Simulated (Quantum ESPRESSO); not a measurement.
# Energy and gap at +3 % biaxial strain: 1T-NiSSe, 1 layer

How the rows were computed: Quantum ESPRESSO 7.5 driven by ASE, PBE, GBRV ultrasoft, ESM (bc1); atomic heights clamped; cell area 10.254 Å² at zero strain.

```
strain (%)  energy (meV a cell)  gap on the mesh (eV)
        −3                90.99                 0.138
      −1.5                22.55                 0.260
         0                 0.00                 0.368
      +1.5                17.83                 0.448
```

One more run was made and is withheld. What are energy and gap at +3 %, and how stiff is the sheet?

**Fit.** About zero, E'' = (22.55 + 17.83 − 2 × 0.00)/1.5² = 17.95 meV per %² and E' = (17.83 − 22.55)/3 = −1.57 meV per %. With E = A K ε², where K = (C11 + C22)/2 + C12 (C11 + C12 for a hexagonal sheet), K = 17.95 × 10/(2 × 10.254) × 16.02 = 140 N/m. The parabola gives E(+3 %) = 0.00 + 3 × (−1.57) + 4.5 × 17.95 = 76.0 meV. Continuing the last slope, the gap is 2 × 0.448 − 0.368 = 0.528 eV.

**The withheld run.** E = 71.3 meV and the gap 0.485 eV. The parabola misses by +4.7 meV, too high, since bonds soften under tension. The gap's line misses by +0.043 eV: the gap is not linear in strain.

Caveats: Clamped heights stiffen sheets with several planes. Semilocal gap, no spin-orbit coupling.

[Logs are printed without paths, hosts, clocks, repeated set-up lines and the standing remarks that a program may print on its own settings, such as how far it seeks lower states.]
